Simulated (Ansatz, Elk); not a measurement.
# CrSeS: X-ray structure factors from the self-consistent density

The structure of CrSeS used here is made up (a known structure type with other elements) and was relaxed beforehand with PBE. The aim is the Fourier transform of its all-electron density, F(hkl), set beside the sum over free spherical atoms that refinements use.

Calculated with Elk 11.2.3 (patched build); DFT, PBE, all-electron APW+lo, Dirac cores, scalar-relativistic bands, static density, no spin.

The structure was built from a prototype and need not be the compound's stable phase.

## (1) Set-up

Symmetry: R3m, No. 160, trigonal system. Conventional cell: a = 3.127 Å, b = 3.127 Å, c = 21.682 Å, α = 90.00°, β = 90.00°, γ = 120.00°. Nearest to Se lie 3 Cr at 2.42 Å. Cr has 3 S at 2.30 Å and 3 Se at 2.42 Å nearest. Nearest to S lie 3 Cr at 2.30 Å. Farther neighbours and most contacts between anions are not listed.

## (2) Ground state and structure factors

An all-electron density is needed, since X-rays see the cores too. Task 0 finds the density and task 195 Fourier-transforms it; tshift is off so that phases refer to the origin typed.

Input file elk.in:

```
tasks
  0
  195

xctype
  20

spinpol
  .false.

rgkmax
  7.0

gmaxvr
  14.0

lmaxo
  7

lmaxapw
  8

swidth
  0.002

tshift
  .false.

ramdisk
  .false.

hmaxvr
  5.5

maxscl
  120

epspot
  1e-06

sppath
  './'

avec
  2.95482141788 1.70596694102 13.65740806819
  -2.95482141788 1.70596694102 13.65740806819
  0.00000000000 -3.41193388204 13.65740806819

atoms
  3
  'Se.in'
  1
  0.7374887747 0.7374887747 0.7374887747   0.000000 0.000000 0.000000
  'Cr.in'
  1
  -0.0036726281 -0.0036726281 -0.0036726281   0.000000 0.000000 0.000000
  'S.in'
  1
  0.5972505004 0.5972505004 0.5972505004   0.000000 0.000000 0.000000

ngridk
  8 8 8
```

Launch:

```
$ OMP_NUM_THREADS=4 elk
```

Numbers of over 12 decimals in the logs are rounded to 6 here.

What it wrote:

```text
┌─────────────────────────┐
│ Elk code version 11.2.3 │
└─────────────────────────┘

All units are atomic (Hartree, Bohr, etc.)

┌─────────────────────────────────────────────────┐
│ Ground-state run starting from atomic densities │
└─────────────────────────────────────────────────┘

Lattice vectors :
   2.954821418       1.705966941       13.65740807
  -2.954821418       1.705966941       13.65740807
   0.000000000      -3.411933882       13.65740807

Reciprocal lattice vectors :
   1.063208976      0.6138439884      0.1533523119
  -1.063208976      0.6138439884      0.1533523119
  0.7767497230E-17  -1.227687977      0.1533523119

Unit cell volume      :    413.0678418
Brillouin zone volume :   0.6005072009

Muffin-tin inner radius fraction :   0.1000000000E-01

Nuclei treated as point charges

Species : 1 (Se)
 parameters loaded from : Se.in
 name : selenium
 nuclear charge    :   -34.00000000
 electronic charge :    34.00000000
 atomic mass :    143935.2749
 muffin-tin radius :    2.341039345
 number of radial points in muffin-tin :    993
 inner part over the whole radius :   0.9890845442E-02
 number on inner part of muffin-tin    :    702
 approximate nuclear radius :   0.7785908700E-04
 number of mesh points to nuclear radius :    343
 atomic positions (lattice), magnetic fields (Cartesian) :
  1 :   0.73748877  0.73748877  0.73748877    0.00000000  0.00000000  0.00000000

Species : 2 (Cr)
 parameters loaded from : Cr.in
 name : chromium
 nuclear charge    :   -24.00000000
 electronic charge :    24.00000000
 atomic mass :    94783.09202
 muffin-tin radius :    2.186876055
 number of radial points in muffin-tin :    993
 inner part over the whole radius :   0.9976224163E-02
 number on inner part of muffin-tin    :    698
 approximate nuclear radius :   0.6987106690E-04
 number of mesh points to nuclear radius :    330
 atomic positions (lattice), magnetic fields (Cartesian) :
  1 :   0.99632737  0.99632737  0.99632737    0.00000000  0.00000000  0.00000000

Species : 3 (S)
 parameters loaded from : S.in
 name : sulphur
 nuclear charge    :   -16.00000000
 electronic charge :    16.00000000
 atomic mass :    58450.91931
 muffin-tin radius :    2.055124503
 number of radial points in muffin-tin :    793
 inner part over the whole radius :   0.9903701347E-02
 number on inner part of muffin-tin    :    553
 approximate nuclear radius :   0.6195814986E-04
 number of mesh points to nuclear radius :    252
 atomic positions (lattice), magnetic fields (Cartesian) :
  1 :   0.59725050  0.59725050  0.59725050    0.00000000  0.00000000  0.00000000

Total number of atoms per unit cell :    3
Total muffin-tin volume :    133.9091442
 ratio of muffin-tin to unit cell volume :   0.3241819640

Spin treatment :
 spin-unpolarised

Number of Bravais lattice symmetries :   12
Number of crystal symmetries         :    6
Crystal has no inversion symmetry
Complex Hermitian eigensolver will be used

k-point grid :      8     8     8
k-point offset :    0.000000000       0.000000000       0.000000000
k-point set is reduced with full crystal symmetry group
Total number of k-points :      120

Muffin-tin radius times maximum |G+k| :    7.000000000
 using average radius
Maximum |G+k| for APW functions       :    3.190015602
Maximum (1/2)|G+k|²                   :    5.088099770
Maximum |G| for potential and density :    14.00000000
Constant for pseudocharge density :    8
 order of it for each species :   15  15  15
 order of it for pair densities of each species (exact exchange by exxq0 0: 16) :   11   9   8
Radial integration step length :    1

G-vector grid sizes :     63    63    63
Number of G-vectors :    19117

Maximum angular momentum used for
 APW functions            :    8
 outer part of muffin-tin :    7
 inner part of muffin-tin :    2

Total nuclear charge    :   -74.00000000
Total core charge       :    38.00000000
Total valence charge    :    36.00000000
Total excess charge     :    0.000000000
Total electronic charge :    74.00000000

[...]
electron entropic           :    -0.83765205405843E-07
 total energy                :     -3880.5449329633

Density of states at Fermi energy :   0.1627691864E-02
 (states/Hartree/unit cell)

Estimated indirect band gap :   0.4150951101E-01
 from k-point 101 to k-point 21
Estimated direct band gap   :   0.5218426993E-01
 at k-point 24

Charges :
 core                        :    38.00000000
 valence                     :    36.00000000
 interstitial                :    5.626417662
 muffin-tins (core leakage)
  species : 1 (Se)
   atom 1                    :    32.69983726     (  0.8663189850E-04)
  species : 2 (Cr)
   atom 1                    :    21.12631047     ( -0.2179140122E-06)
  species : 3 (S)
   atom 1                    :    14.54743460     (  0.1836001357E-03)
 total in muffin-tins        :    68.37358234
 total calculated charge     :    73.99939422
 total charge                :    74.00000000
 error                       :   0.6057756085E-03

RMS change in Kohn-Sham potential (target) :   0.5178481227     (  0.1000000000E-05)
Absolute change in total energy (target)   :   0.3295224369     (  0.1000000000E-03)

[... loops 3 to 17 left out ...]

┌──────────────────┐
│ Loop number : 18 │
└──────────────────┘

Energies :
 Fermi                       :     0.195174
 sum of occupied eigenvalues :     -2245.2608685144
 electron kinetic            :      3952.2036972590
 core electron kinetic       :      3630.3472395951
 Coulomb                     :     -7670.0776507784
 Coulomb potential           :     -5986.4139014035
 nuclear-nuclear             :     -379.67029511650
 electron-nuclear            :     -8604.9855442160
 Hartree                     :      1314.5781885541
 Madelung                    :     -4676.8707000766
 xc potential                :     -211.05066436990
 exchange                    :     -159.09277536355
 correlation                 :     -3.411151
 electron entropic           :    -0.18562266789708E-05
 total energy                :     -3880.3778820066

Density of states at Fermi energy :   0.4958900398E-01
 (states/Hartree/unit cell)

Estimated indirect band gap :   0.2871601138E-01
 from k-point 101 to k-point 24
Estimated direct band gap   :   0.3701869180E-01
 at k-point 24

Charges :
 core                        :    38.00000000
 valence                     :    36.00000000
 interstitial                :    5.176680467
 muffin-tins (core leakage)
  species : 1 (Se)
[...]
species : 2 (Cr)
[...]
species : 3 (S)
[...]
total in muffin-tins        :    68.82331953
 total calculated charge     :    73.99924970
 total charge                :    74.00000000
 error                       :   0.7503017970E-03

RMS change in Kohn-Sham potential (target) :   0.5043741132E-06 (  0.1000000000E-05)
Absolute change in total energy (target)   :   0.1790391252E-05 (  0.1000000000E-03)

Convergence targets achieved

┌──────────────────┐
│ Loop number : 19 │
└──────────────────┘

Energies :
 Fermi                       :     0.195174
 sum of occupied eigenvalues :     -2245.2608674371
 electron kinetic            :      3952.2036942303
 core electron kinetic       :      3630.3472393637
 Coulomb                     :     -7670.0776482232
 Coulomb potential           :     -5986.4139018955
 nuclear-nuclear             :     -379.67029511650
 electron-nuclear            :     -8604.9855384183
 Hartree                     :      1314.5781853116
 Madelung                    :     -4676.8706972755
 xc potential                :     -211.05065977194
 exchange                    :     -159.09277490442
 correlation                 :     -3.411151
 electron entropic           :    -0.18562290118117E-05
 total energy                :     -3880.3778820167

Density of states at Fermi energy :   0.4958907401E-01
 (states/Hartree/unit cell)

Estimated indirect band gap :   0.2871600626E-01
 from k-point 101 to k-point 24
Estimated direct band gap   :   0.3701869264E-01
 at k-point 24

Charges :
 core                        :    38.00000000
 valence                     :    36.00000000
 interstitial                :    5.176680743
 muffin-tins (core leakage)
  species : 1 (Se)
   atom 1                    :    32.37560269     (  0.8591134709E-04)
  species : 2 (Cr)
   atom 1                    :    22.35625149     ( -0.2179283225E-06)
  species : 3 (S)
   atom 1                    :    14.09146507     (  0.1838811045E-03)
 total in muffin-tins        :    68.82331926
 total calculated charge     :    73.99924970
 total charge                :    74.00000000
 error                       :   0.7503016887E-03

┌──────────────────────────────┐
│ Self-consistent loop stopped │
└──────────────────────────────┘

Warning : core states of species 3 leak from the muffin-tin :   0.1838811045E-03

Wrote STATE.OUT
```

Elapsed: 62 s, on 4 threads of Arm Neoverse V1, shared host; peak memory 0.18 GiB.

SFACRHO.OUT:

```text

h k l indices transformed by vhmat matrix:
   1.000000000       0.000000000       0.000000000    
   0.000000000       1.000000000       0.000000000    
   0.000000000       0.000000000       1.000000000    

      h      k      l  multipl.   |H|            Re(F)            Im(F)           |F|

      0      0      0      1   0.0000000       73.999999     -0.31405551E-15   73.999999    
      1      1      1      1  0.46005694       34.354214       15.613772       37.735950    
     -1     -1     -1      1  0.46005694       34.354214      -15.613772       37.735950    
     -2     -2     -2      1  0.92011387      -17.680713      -4.2211826       18.177623    
      2      2      2      1  0.92011387      -17.680713       4.2211826       18.177623    
     -1      0      0      3   1.2372286       6.8036396       34.671792       35.333025    
      1      0      0      3   1.2372286       6.8036396      -34.671792       35.333025    
      1      0      1      3   1.2654191      -4.8775274       14.261063       15.072100    
      0     -1     -1      3   1.2654191      -4.8775274      -14.261063       15.072100    
     -2     -1     -1      3   1.3724025       34.598072       2.8052023       34.711608    
      2      1      1      3   1.3724025       34.598072      -2.8052023       34.711608    
     -3     -3     -3      1   1.3801708      -7.9684112       16.175373       18.031591    
      3      3      3      1   1.3801708      -7.9684112      -16.175373       18.031591    
      2      2      1      3   1.4474602       17.790784      -27.182660       32.487059    
     -2     -2     -1      3   1.4474602       17.790784       27.182660       32.487059    
      2      3      2      3   1.6308119       33.483176       27.931097       43.603547    
     -3     -2     -2      3   1.6308119       33.483176      -27.931097       43.603547    
     -3     -3     -2      3   1.7355983       37.147040       26.891089       45.858840
```

Elk indexes on the primitive cell of elk.in and gives |H| = 4π sin θ/λ in inverse bohr. Below, one row stands for each form hkl of the conventional cell (m members, Friedel mates merged), F is for one primitive cell and the density is static (no thermal factor). Free-atom factors are Waasmaier and Kirfel's, and R is Σm||F|−|F'||/Σm|F|.

```csv
hkl,m,sin θ/λ (Å⁻¹),"abs F, DFT",neutral atoms,diff.,abs of complex diff.
003,2,0.069,37.736,37.694,+0.042,0.084
006,2,0.138,18.178,17.939,+0.239,0.241
101,6,0.186,35.333,35.227,+0.106,0.408
012,6,0.190,15.072,14.834,+0.238,0.351
104,6,0.206,34.712,35.080,-0.368,0.373
009,2,0.207,18.032,17.872,+0.160,0.549
015,6,0.218,32.487,32.662,-0.175,0.315
107,6,0.245,43.604,43.878,-0.275,0.417
018,6,0.261,45.859,46.235,-0.376,0.396
0 0 12,2,0.277,36.790,37.331,-0.541,0.550
1 0 10,6,0.295,13.432,13.580,-0.148,0.244
0 1 11,6,0.314,24.415,24.622,-0.206,0.233
110,6,0.320,45.599,45.794,-0.195,0.195
113,12,0.327,24.766,24.955,-0.189,0.202
```

## (3) The highest occupied states alone

An energy window below the Fermi level keeps the highest occupied states, to see at which angles they scatter; shallow core shells can lie inside it and anion s states outside. No new self-consistency is needed.

elk.in: that of step 2 with these lines changed.

```diff
@@ -1,3 +1,2 @@
 tasks
-  0
   195
@@ -40,2 +39,5 @@
 
+wsfac
+  -0.245820 0.495170
+
 sppath
```

Launch:

```
$ OMP_NUM_THREADS=4 elk
```

What it wrote:

```text
┌─────────────────────────────────┐
│ Elk code version 11.2.3 started │
└─────────────────────────────────┘

Info(readinput): the functional depends on the density's gradient
 muffin-tin radial points multiplied by    2.00000
 (not where nrmtscf is given)

┌────────────────────┐
│ Current task : 195 │
└────────────────────┘
Info(checkmt): changed muffin-tin radius of species 1 (Se) from   2.4000 to   2.3410
Info(checkmt): changed muffin-tin radius of species 2 (Cr) from   2.4000 to   2.1869
Info(checkmt): changed muffin-tin radius of species 3 (S) from   2.2000 to   2.0551

Info(sfacrho): density structure factors written to SFACRHO.OUT

 Energy window :  -0.2458200000      0.4951700000

┌──────────────────┐
│ Elk code stopped │
└──────────────────┘
```

Run time: 7.3 s. Hardware: 4 threads; peak memory 0.18 GiB; 11 s of CPU time.

States within 12 eV below the Fermi level hold 14.00 electrons; any levels below the window count with the cores. Their amplitudes can exceed the total, where window and core parts have opposite phase:

```csv
hkl,sin θ/λ (Å⁻¹),"abs F, window","abs F, all"
003,0.069,6.390,37.736
006,0.138,0.751,18.178
101,0.186,2.236,35.333
012,0.190,2.313,15.072
104,0.206,2.105,34.712
009,0.207,1.136,18.032
015,0.218,2.828,32.487
107,0.245,1.963,43.604
018,0.261,1.629,45.859
0 0 12,0.277,1.451,36.790
```

## (4) Another functional

The difference from free atoms is small, so it is set against the change that LDA (Perdew-Wang) makes.

elk.in: that of step 3 with these lines changed.

```diff
@@ -1,2 +1,3 @@
 tasks
+  0
   195
@@ -4,3 +5,3 @@
 xctype
-  20
+  3
 
@@ -39,5 +40,2 @@
 
-wsfac
-  -0.245820 0.495170
-
 sppath
```

Launch:

```
$ OMP_NUM_THREADS=4 elk
```

What it wrote:

```text
┌─────────────────────────┐
│ Elk code version 11.2.3 │
└─────────────────────────┘

All units are atomic (Hartree, Bohr, etc.)

┌─────────────────────────────────────────────────┐
│ Ground-state run starting from atomic densities │
└─────────────────────────────────────────────────┘

Lattice vectors :
   2.954821418       1.705966941       13.65740807
  -2.954821418       1.705966941       13.65740807
   0.000000000      -3.411933882       13.65740807

Reciprocal lattice vectors :
   1.063208976      0.6138439884      0.1533523119
[...]
muffin-tins (core leakage)
  species : 1 (Se)
[...]
species : 2 (Cr)
   atom 1                    :    22.37959338     ( -0.3492045810E-05)
  species : 3 (S)
   atom 1                    :    14.07210744     (  0.1793344987E-03)
 total in muffin-tins        :    68.82542268
 total calculated charge     :    73.99925105
 total charge                :    74.00000000
 error                       :   0.7489474239E-03

┌──────────────────────────────┐
│ Self-consistent loop stopped │
└──────────────────────────────┘

Warning : core states of species 3 leak from the muffin-tin :   0.1793344987E-03

Wrote STATE.OUT
[key lines of the parts left out:]
total energy                :     -3874.0327530627
```

The job ended after 45 s (4 threads; peak memory 0.18 GiB).

Against the first run R = 0.06 %; the largest change is -0.027 at 1 1 21.

## (5) Basis size

A smaller basis shows how fast F responds to it; the change is likely larger than the basis error of the first run, but doesn't show convergence.

elk.in: that of step 4 with these lines changed.

```diff
@@ -5,3 +5,3 @@
 xctype
-  3
+  20
 
@@ -11,3 +11,3 @@
 rgkmax
-  7.0
+  5.5
```

Launch:

```
$ OMP_NUM_THREADS=4 elk
```

What it wrote:

```text
┌─────────────────────────┐
│ Elk code version 11.2.3 │
└─────────────────────────┘

All units are atomic (Hartree, Bohr, etc.)

┌─────────────────────────────────────────────────┐
│ Ground-state run starting from atomic densities │
└─────────────────────────────────────────────────┘

Lattice vectors :
   2.954821418       1.705966941       13.65740807
  -2.954821418       1.705966941       13.65740807
   0.000000000      -3.411933882       13.65740807

Reciprocal lattice vectors :
   1.063208976      0.6138439884      0.1533523119
[...]
muffin-tins (core leakage)
  species : 1 (Se)
[...]
species : 2 (Cr)
   atom 1                    :    22.28592848     ( -0.2179281680E-06)
  species : 3 (S)
   atom 1                    :    14.06224177     (  0.1830104483E-03)
 total in muffin-tins        :    68.71134851
 total calculated charge     :    73.99964077
 total charge                :    74.00000000
 error                       :   0.3592333048E-03

┌──────────────────────────────┐
│ Self-consistent loop stopped │
└──────────────────────────────┘

Warning : core states of species 3 leak from the muffin-tin :   0.1830104483E-03

Wrote STATE.OUT
[key lines of the parts left out:]
total energy                :     -3880.3026912832
```

Wall time 44 s (4 threads); peak memory 0.22 GiB; 2.3 min of CPU time.

Against the first run R = 0.04 %; the largest change is +0.045 at 208.

## (6) A coarser k-mesh

About half the k-points along each axis test the sampling.

elk.in: that of step 5 with these lines changed.

```diff
@@ -11,3 +11,3 @@
 rgkmax
-  5.5
+  7.0
 
@@ -61,2 +61,2 @@
 ngridk
-  8 8 8
+  4 4 4
```

Launch:

```
$ OMP_NUM_THREADS=4 elk
```

What it wrote:

```text
┌─────────────────────────┐
│ Elk code version 11.2.3 │
└─────────────────────────┘

All units are atomic (Hartree, Bohr, etc.)

┌─────────────────────────────────────────────────┐
│ Ground-state run starting from atomic densities │
└─────────────────────────────────────────────────┘

Lattice vectors :
   2.954821418       1.705966941       13.65740807
  -2.954821418       1.705966941       13.65740807
   0.000000000      -3.411933882       13.65740807

Reciprocal lattice vectors :
   1.063208976      0.6138439884      0.1533523119
[...]
muffin-tins (core leakage)
  species : 1 (Se)
[...]
species : 2 (Cr)
   atom 1                    :    22.35607763     ( -0.2179282230E-06)
  species : 3 (S)
   atom 1                    :    14.09070267     (  0.1838607353E-03)
 total in muffin-tins        :    68.82163988
 total calculated charge     :    73.99926088
 total charge                :    74.00000000
 error                       :   0.7391180928E-03

┌──────────────────────────────┐
│ Self-consistent loop stopped │
└──────────────────────────────┘

Warning : core states of species 3 leak from the muffin-tin :   0.1838607353E-03

Wrote STATE.OUT
[key lines of the parts left out:]
total energy                :     -3880.3793398165
```

Wall time 23 s (4 threads); peak memory 0.18 GiB; 50 s of CPU time.

Against the first run R = 0.01 %; the largest change is +0.005 at 0 0 12.

## (7) Settings against the effect

```csv
run,R against the first run (%),"R against neutral atoms, low angle (%)",wall time
"PBE, rgkmax 7",0.00,0.78,62 s
LDA (Perdew-Wang),0.06,0.76,45 s
rgkmax 5.5,0.04,0.83,44 s
k-mesh 4×4×4,0.01,0.78,23 s
```

## (8) What came out

```
R against neutral atoms, sin θ/λ < 0.3 Å⁻¹ : 0.78 %
R against neutral atoms, 0.3 to 0.83 Å⁻¹   : 0.17 %
```

In words: Independent neutral atoms miss the calculated amplitudes by R = 0.78 % below 0.3 Å⁻¹ and 0.17 % from there to 0.83 Å⁻¹; by shells, 0.50 % below 0.15 Å⁻¹ (2 forms), 0.80 % 0.15 to 0.3 (9 forms), 0.42 % 0.3 to 0.45 (20 forms), 0.12 % above 0.45 (112 forms). Bonding, aspherical density and the tables' own atoms all enter these figures, and the runs don't part them. The largest change of an amplitude is -0.54 electrons, at 0 0 12. R counts amplitudes alone; phases shift too. The window's part falls from 14.0 electrons at the origin to at most 0.54 between 0.45 and 0.83 Å⁻¹. Below 0.3 Å⁻¹ the changes that finished (LDA (Perdew-Wang), rgkmax 5.5 and k-mesh 4×4×4) move F by R = 0.06 % at most, against the 0.78 % that separates it from free atoms. These runs have no spin, though d or f shells may be open. Part of the difference isn't bonding: the tables are fits to free atoms and ions calculated by other methods than this functional. Thermal motion, anomalous dispersion and extinction are left out.

[Logs are printed without paths, hosts, clocks, repeated set-up lines and the standing remarks that a program may print on its own settings, such as how far it seeks lower states.]

[Hosts, paths, dates, database ids (printed as entryN), source tags and the programs' standing remarks are cut or masked in the printed files.]
